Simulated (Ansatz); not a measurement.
# LiLaSO (P4/nmm):V_S, thermodynamic levels from a 64-atom cell

Aim: at which Fermi levels does V_S in LiLaSO (P4/nmm) change its charge? The model is a cell of 64 host atoms with 1 S taken out.

Calculated with Ansatz 0.2.0; place-levels on PBEsol runs: charge-transition levels and formation energies with image-charge correction and potential alignment at the atomic sites.

**1. The structure**

The cell holds 63 atoms: 16 Li, 16 La, 15 S and 16 O. Its edges and angles: a = 11.242 Å, b = 11.242 Å, c = 8.634 Å, α = 90.0°, β = 90.0°, γ = 90.0°. It derives from LiLaSO (space group P4/nmm). Nearest the centre at fractional (0.375, 0.375, 0.337): Li4 at 2.43 Å, Li17 at 2.43 Å, Li32 at 2.43 Å, Li50 at 2.43 Å, La7 at 3.27 Å, La23 at 3.27 Å, La38 at 3.27 Å, La8 at 3.27 Å.

Coordinates:

```xyz
63
Lattice="7.9492 7.9492 0.0000 -7.9492 7.9492 0.0000 0.0000 0.0000 8.6338" Properties=species:S:1:pos:R:3 pbc="T T T"
Li   -1.9873    1.9873    4.3169
Li    1.9873    1.9873    4.3169
Li    0.0000    0.0000    4.3169
Li    0.0000    3.9746    4.3169
La    0.0000    1.9873    7.3905
La    0.0000    5.9619    7.3905
La   -1.9873    3.9746    1.2434
La    1.9873    3.9746    1.2434
S    -1.9873    3.9746    5.7232
S     1.9873    3.9746    5.7232
S     0.0000    1.9873    2.9106
O     0.0000    0.0000    0.0000
O     0.0000    3.9746    0.0000
O    -1.9873    1.9873    0.0000
O     1.9873    1.9873    0.0000
Li   -5.9619    5.9619    4.3169
Li   -1.9873    5.9619    4.3169
Li   -3.9746    3.9746    4.3169
Li   -3.9746    7.9492    4.3169
La   -3.9746    5.9619    7.3905
La   -3.9746    9.9365    7.3905
La   -5.9619    7.9492    1.2434
La   -1.9873    7.9492    1.2434
S    -5.9619    7.9492    5.7232
S    -1.9873    7.9492    5.7232
S    -3.9746    5.9619    2.9106
S    -3.9746    9.9365    2.9106
O    -3.9746    3.9746    0.0000
O    -3.9746    7.9492    0.0000
O    -5.9619    5.9619    0.0000
O    -1.9873    5.9619    0.0000
Li    1.9873    5.9619    4.3169
Li    5.9619    5.9619    4.3169
Li    3.9746    3.9746    4.3169
Li    3.9746    7.9492    4.3169
La    3.9746    5.9619    7.3905
La    3.9746    9.9365    7.3905
La    1.9873    7.9492    1.2434
La    5.9619    7.9492    1.2434
S     1.9873    7.9492    5.7232
S     5.9619    7.9492    5.7232
S     3.9746    5.9619    2.9106
S     3.9746    9.9365    2.9106
O     3.9746    3.9746    0.0000
O     3.9746    7.9492    0.0000
O     1.9873    5.9619    0.0000
O     5.9619    5.9619    0.0000
Li   -1.9873    9.9365    4.3169
Li    1.9873    9.9365    4.3169
Li    0.0000    7.9492    4.3169
Li    0.0000   11.9238    4.3169
La    0.0000    9.9365    7.3905
La    0.0000   13.9111    7.3905
La   -1.9873   11.9238    1.2434
La    1.9873   11.9238    1.2434
S    -1.9873   11.9238    5.7232
S     1.9873   11.9238    5.7232
S     0.0000    9.9365    2.9106
S     0.0000   13.9111    2.9106
O     0.0000    7.9492    0.0000
O     0.0000   11.9238    0.0000
O    -1.9873    9.9365    0.0000
O     1.9873    9.9365    0.0000
```

Known beforehand: the electronic dielectric constant, (5.41, 5.41, 5.12), and the static one, (20.61, 20.61, 13.45), from a response run on this crystal (DFPT, PBEsol) at that run's own cell.

The cell's shortest repeat is 8.6 Å.

**2. The runs of each charge state**

A transition level is the Fermi level at which two charge states cost the same, so each charge needs its own total energy, at its own relaxed structure.

Each atom starts 0.05 Å or so off its site in a random direction: a symmetric start keeps its symmetry, and would miss off-centre moves and Jahn–Teller distortions. Forces are taken at one point at (¼, ¼, ¼). The cell holds 1 electron more than the neutral one, with a uniform background that keeps it neutral on the whole. The electron count is odd, so at least one spin is unpaired; this run locks the moment at 1 μB.

The sampling was tested on the host first: at the k-points planned (1x1x1 shifted 0.25 0.25 0.25) its energy lies 0.000 eV an atom from the dense-mesh value, under the bound of 0.02 eV set for this test; that bounds the host's error, not the defect's.

One state's input; the others differ in charge, spin, start and seed, and in occupations where the table says so.

File qm1_M1.relax/input.yaml:

```yaml
crystal:
  lattice:
    - [3.9745914, 3.9745914, 0.0]
    - [-3.9745914, 3.9745914, 0.0]
    - [0.0, 0.0, 8.63382131]
  atoms:
    - { symbol: Li, position: [0.0, 0.5, 0.5] }
    - { symbol: Li, position: [0.5, 0.0, 0.5] }
    - { symbol: Li, position: [0.0, 0.0, 0.5] }
    - { symbol: Li, position: [0.5, 0.5, 0.5] }
    - { symbol: La, position: [0.25, 0.25, 0.85598973] }
    - { symbol: La, position: [0.75, 0.75, 0.85598973] }
    - { symbol: La, position: [0.25, 0.75, 0.14401027] }
    - { symbol: La, position: [0.75, 0.25, 0.14401027] }
    - { symbol: S, position: [0.25, 0.75, 0.66288714] }
    - { symbol: S, position: [0.75, 0.25, 0.66288714] }
    - { symbol: S, position: [0.25, 0.25, 0.33711286] }
    - { symbol: S, position: [0.75, 0.75, 0.33711286] }
    - { symbol: O, position: [0.0, 0.0, 0.0] }
    - { symbol: O, position: [0.5, 0.5, 0.0] }
    - { symbol: O, position: [0.0, 0.5, 0.0] }
    - { symbol: O, position: [0.5, 0.0, 0.0] }
  supercell: [2, 2, 1]
  defects: [{ vacancy: 11 }]
total_charge: -1
basis:
  ecutwfc: 420
  xc_grid: 2
hamiltonian:
  xc: pbesol
kpoints:
  mp_grid: { grid: [1, 1, 1], shift: [0.25, 0.25, 0.25] }
magnetization:
  spin_polarized: true
  initial_magnetization: 1
  spin_locking: { lock_magnetization: hard }
scf:
  occupations: { method: fixed }
  max_iter: 100
output:
  forces: true
  charged_corrections:
    epsilon: [5.41, 5.41, 5.12]
    static_epsilon: [20.61, 20.61, 13.45]
relax:
  f_tol: 0.02
  max_steps: 80
  random_displacement: { amplitude: 0.05, seed: 6612 }
checkpoint:
  write: "../qm1_M1.relax.run"
  compress: false
  write_wavefunctions: true
  write_every: 100000
```

Run with:

```console
$ ansatz run input.yaml --threads 4 --pin off --max-ram 7536MiB --backend cpu --events-out ev --progress --plain --runs-dir out
```

Defect states can disperse in a cell of this size, so the energy is taken again at a 2×2×2 shifted mesh, on the relaxed structure.

The run of this state that the levels use, under PBEsol:

File qm1_M1.point/input.yaml:

```yaml
crystal:
  checkpoint: "../qm1_M1.relax.run"
  host: checkpoint
total_charge: -1
basis:
  ecutwfc: 420
  xc_grid: 2
hamiltonian:
  xc: pbesol
kpoints:
  mp_grid: { grid: [2, 2, 2], shift: [0.5, 0.5, 0.5] }
magnetization:
  spin_polarized: true
  initial_magnetization: 1
  spin_locking: { lock_magnetization: hard }
scf:
  occupations: { method: fermi_dirac, width: 0.01 }
  max_iter: 100
output:
  forces: true
  eigenvalues: true
  charged_corrections:
    epsilon: [5.41, 5.41, 5.12]
    static_epsilon: [20.61, 20.61, 13.45]
    defect_position: [0.375, 0.375, 0.337113]
  eigenstates: { localisation: true }
  populations: true
  efg: {}
checkpoint:
  read: "../qm1_M1.relax.run"
  write: "../qm1_M1.point.run"
  compress: false
  write_wavefunctions: false
  write_every: 100000
```

Relaxations under PBEsol at one point at (¼, ¼, ¼); times on 4 threads of Intel Xeon 6975P-C (Granite Rapids), shared host:

| charge | moment (μB) | occupations | outcome | steps | largest displacement against the far atoms (Å) | time |
| --- | --- | --- | --- | --- | --- | --- |
| −1 | 1 | fixed | converged | 6 | 0.04 | 2.5 min |
| 0 | 0 | fixed | converged | 5 | 0.04 | 52 s |
| +1 | 1 | fixed | converged | 7 | 0.14 | 2.2 min |
| +2 | 0 | fixed | converged | 7 | 0.34 | 73 s |

Single points under PBEsol at a 2×2×2 shifted mesh; times on 4 threads of Intel Xeon 6975P-C (Granite Rapids), shared host:

| charge | moment (μB) | occupations | outcome | time |
| --- | --- | --- | --- | --- |
| −1 | 1 | fermi-dirac | converged | 2.7 min |
| 0 | 0 | fermi-dirac | converged | 69 s |
| +1 | 1 | fermi-dirac | converged | 2.6 min |
| +2 | 0 | fermi-dirac | converged | 77 s |

Distances (Å) from the ideal centre to the nearest atoms after relaxation with PBEsol:

| charge | moment (μB) | 1. | 2. | 3. | 4. | 5. | 6. |
| --- | --- | --- | --- | --- | --- | --- | --- |
| −1 | 1 | Li 2.41 | Li 2.42 | Li 2.46 | Li 2.47 | La 3.29 | La 3.29 |
| 0 | 0 | Li 2.45 | Li 2.45 | Li 2.45 | Li 2.45 | La 3.29 | La 3.29 |
| +1 | 1 | Li 2.57 | Li 2.57 | Li 2.57 | Li 2.58 | La 3.33 | La 3.33 |
| +2 | 0 | Li 2.75 | Li 2.75 | Li 2.76 | Li 2.76 | La 3.37 | La 3.37 |

**3. Placing the levels, PBEsol**

A charged cell interacts with its images and the background, and its potential has another zero than the host's. place-levels removes the first by a point-charge model, screened by the static dielectric constant since the ions have relaxed around the charge, and the second by comparing potentials at atoms far from the defect.

The host is a run of the defect-free crystal in the same cutoffs, grids and k-points, so that basis and sampling errors cancel in part in the differences. Its band edges come from a run of the primitive cell that searches the zone for them. The host is run in a cell of 16 atoms on a matching mesh. Chemical potentials are energies per atom of S (S12 rings, Pnnm, not the stable S8 form), run with the same functional and cutoff.

File levels.point.yaml:

```yaml
host:
  run: host.point.run
  levels_from: { run: edges.point.run }
states: [qm1_M1.point.run, q0.point.run, qp1_M1.point.run, qp2.point.run]
geometry_from:
  qm1_M1.point.run: qm1_M1.relax.run
  q0.point.run: q0.relax.run
  qp1_M1.point.run: qp1_M1.relax.run
  qp2.point.run: qp2.relax.run
  host.point.run: host.relax.run
chemical_potentials:
  S:
    energy: -884.879081
    dataset: "<sha256 of the dataset>"
epsilon: [5.41, 5.41, 5.12]
static_epsilon: [20.61, 20.61, 13.45]
vertical:
  - { from: qm1_M1.point.run, to: qm1_M1.point_neutral.run }
  - { from: qp1_M1.point.run, to: qp1_M1.point_neutral.run }
  - { from: qp2.point.run, to: qp2.point_neutral.run }
```

Run with:

```console
$ ansatz place-levels levels.point.yaml -- --threads 4 --pin off --max-ram 7536MiB
```

Numbers of over 12 decimals in the logs are rounded to 6 here.

The program printed:

```text
[... repeated set-up lines and file paths are left out, and long positions are rounded to six places ...]
(+2/+1) 1.247 eV above the valence edge, 1.820 eV under the conduction edge
(+1/0) 2.022 eV above the valence edge, 1.045 eV under the conduction edge
(0/-1) 3.107 eV above the valence edge (+3.379 eV without the band-filling correction), in the conduction band
formation energy of charge +2: +1.260 eV with the Fermi level at the valence edge
formation energy of charge +1: +2.507 eV with the Fermi level at the valence edge
formation energy of charge 0: +4.530 eV with the Fermi level at the valence edge
formation energy of charge -1: +7.636 eV with the Fermi level at the valence edge
vertical -1 to 0: no energy, since no alignment is typed
  the change from vertical[0].from (qm1_M1.point.run) to vertical[0].to (qm1_M1.point_neutral.run): by its potential at epsilon [5.41, 5.41, 5.12] it stands at 0.392 0.376 0.500, with an rms radius of about 7.2 Å (4.8 4.9 2.2 Å across the planes of the cell's [...]
vertical +1 to 0: no energy, since no alignment is typed
  the change from vertical[1].from (qp1_M1.point.run) to vertical[1].to (qp1_M1.point_neutral.run): by its potential at epsilon [5.41, 5.41, 5.12] it stands at 0.375 0.375 0.377, with an rms radius of about 2.2 Å (1.3 1.3 1.2 Å across the planes of the cell's [...]
vertical +2 to 0: no energy, since no alignment is typed
  the change from vertical[2].from (qp2.point.run) to vertical[2].to (qp2.point_neutral.run): by its potential at epsilon [5.41, 5.41, 5.12] it stands at 0.376 0.375 0.383, with an rms radius of about 2.3 Å (1.4 1.4 1.2 Å across the planes of the cell's [...]
  edges by pbesol of host.levels_from (edges.point.run), its mesh sampled to repeats of 27.82 Å (the valence edge +0.136 eV and the conduction edge -0.265 eV from those of the host's own run), gap 3.068 eV; the host is sampled to repeats of 28.35 Å
  the defect's cells are sampled to repeats of 28.35 Å, like sampling
  charge +2: -124209.0701 eV with its correction of +0.123 eV, at epsilon [20.61, 20.61, 13.45], aligned at sites: -0.1603 eV, mean over 42 atomic sites at or beyond 4.32 Å from the defect at [0.3750, 0.3750, 0.3371], with +0.000000 for the charge's moments [...]
  charge +1: -124200.3582 eV with its correction of -0.068 eV, at epsilon [20.61, 20.61, 13.45], aligned at sites: -0.1790 eV, mean over 42 atomic sites at or beyond 4.32 Å from the defect at [0.3750, 0.3750, 0.3371], with -0.000294 for the charge's moments [...]
  charge 0: +0.005 eV for its dipole among its images, +0.000 omitted
  charge -1: -124180.0283 eV with its correction of +0.267 eV, at epsilon [20.61, 20.61, 13.45], aligned at sites: -0.1564 eV, mean over 42 atomic sites at or beyond 4.32 Å from the defect at [0.3750, 0.3750, 0.3371], with +0.003521 for the charge's moments [...]
  of states[3] (qp2.point.run): it parts from the run that its charge is read beside by 2 carriers, of which the mean alone is read, by its potential at epsilon [5.41, 5.41, 5.12], taken for that of held ions (one typed too small widens it): that is narrow, [...]
  of states[2] (qp1_M1.point.run): its displacements don't fall off away from the defect: farther atoms stand 0.013 Å off the host's places. [...]
  of states[0] (qm1_M1.point.run): it parts from the run at its places by a charge that spreads by about 4.9 Å along one vector (1.9 Å or more is wide), by its potential at epsilon [5.41, 5.41, 5.12], taken for that of held ions (one typed too small widens [...]
  of vertical[0].from (qm1_M1.point.run): its displacements don't fall off away from the defect: farther atoms stand 0.011 Å off the host's places. [...]
  of vertical[0].to (qm1_M1.point_neutral.run): its displacements don't fall off away from the defect: farther atoms stand 0.011 Å off the host's places. [...]
  of vertical[1].from (qp1_M1.point.run): its displacements don't fall off away from the defect: farther atoms stand 0.013 Å off the host's places. [...]
  of vertical[1].to (qp1_M1.point_neutral.run): its displacements don't fall off away from the defect: farther atoms stand 0.013 Å off the host's places. [...]
  of vertical[2].from (qp2.point.run): it parts from the run that its charge is read beside by 2 carriers, of which the mean alone is read, by its potential at epsilon [5.41, 5.41, 5.12], taken for that of held ions (one typed too small widens it): that is [...]
```

The job ended after 0.58 s (4 threads of Intel Xeon 6975P-C (Granite Rapids), shared host).

Under PBEsol the gap is 3.07 eV, (+2/+1) 1.25, (+1/0) 2.02, (0/−1) 3.11 (outside the gap) (with band filling) eV.

Levels between the charges placed, in eV above the valence top:

|  | gap (eV) | (+2/+1) | (+1/0) | (0/−1) |
| --- | --- | --- | --- | --- |
| PBEsol | 3.07 | 1.25 | 2.02 | 3.11 |

Corrections by state:

| charge | moment (μB) | image terms and alignment (eV) | band filling (eV) | ε used | over the lowest of its charge, as the program ranks them, band filling apart (eV) |
| --- | --- | --- | --- | --- | --- |
| +2 | 0.0 | 0.123 | - | principal values (13.45, 20.61, 20.61) | 0.000 |
| +1 | 1.0 | -0.068 | - | principal values (13.45, 20.61, 20.61) | 0.000 |
| 0 | 0.0 | 0.005 | - | - | 0.000 |
| −1 | 1.0 | 0.267 | -0.272 | principal values (13.45, 20.61, 20.61) | 0.000 |

The charged structures listed were also run neutral, and place-levels reads from each pair, by the potential or the spins, how wide the charge is by which they differ; that can be the carrier of either run.

| charge | rms radius (Å) | spread where it is widest against the cell (Å) | wide from (Å) | reading |
| --- | --- | --- | --- | --- |
| +2 | 2.3 | 1.19 | 1.50 | narrow |
| +1 | 2.2 | 1.19 | 1.50 | narrow |
| −1 | 7.2 | 4.85 | 1.95 | wide |

The neutral runs of these pairs need not share the spin of the lowest neutral state, and very wide values only mean spread over the cell.

From the program's caveats on the states, each cut to its opening words:

- charge +2: it parts from the run that its charge is read beside by 2 carriers, of which the mean alone is read, by its potential at epsilon [5.41, 5.41, 5.12], taken for [...]
- charge +1 (1 μB): its displacements don't fall off away from the defect: farther atoms stand 0.013 Å off the host's places
- charge −1 (1 μB): it parts from the run at its places by a charge that spreads by about 4.9 Å along one vector (1.9 Å or more is wide), by its potential at epsilon [5.41, 5.41, [...]
- charge −1 (1 μB): a band-filling correction moves a carrier to the host's band edge, which changes its energy by -0.272 eV
- charge −1 (1 μB): its displacements don't fall off away from the defect: farther atoms stand 0.011 Å off the host's places

Chemical potentials of the elements' reference phases, run alike. Formation energy by charge state (elemental references; gap 3.07 eV):

| charge | at valence top (eV) | at conduction bottom (eV) | correction included (eV) |
| --- | --- | --- | --- |
| +2 | 1.26 | 7.40 | 0.12 |
| +1 | 2.51 | 5.58 | -0.07 |
| 0 | 4.53 | 4.53 | 0.01 |
| −1 | 7.64 | 4.57 | 0.00 |

Fermi level (eV), lowest formation energy (eV) and a bar from the least value:
```
     0.00       1.26 
     0.28       1.82 #####
     0.56       2.37 ##########
     0.84       2.93 ###############
     1.11       3.49 ####################
     1.39       3.90 ########################
     1.67       4.18 ###########################
     1.95       4.46 #############################
     2.23       4.53 ##############################
     2.51       4.53 ##############################
     2.79       4.53 ##############################
     3.07       4.53 ##############################
```

(Continued in part 2 of 2.)

[Logs are printed without paths, hosts, clocks, repeated set-up lines and the standing remarks that a program may print on its own settings, such as how far it seeks lower states.]

[Hosts, paths, dates, database ids (printed as entryN), source tags and the programs' standing remarks are cut or masked in the printed files.]

[Where a table of states has a column of steps, it counts the stored structures, which are thinned; the runs took as many ionic steps or more.]

[A defect's name tells the site on which it was built; relaxed atoms can leave that site.]

[For some hosts the program warned that the k-mesh of the response run may be too coarse for force constants and the static dielectric constant; such warnings are not shown here.]
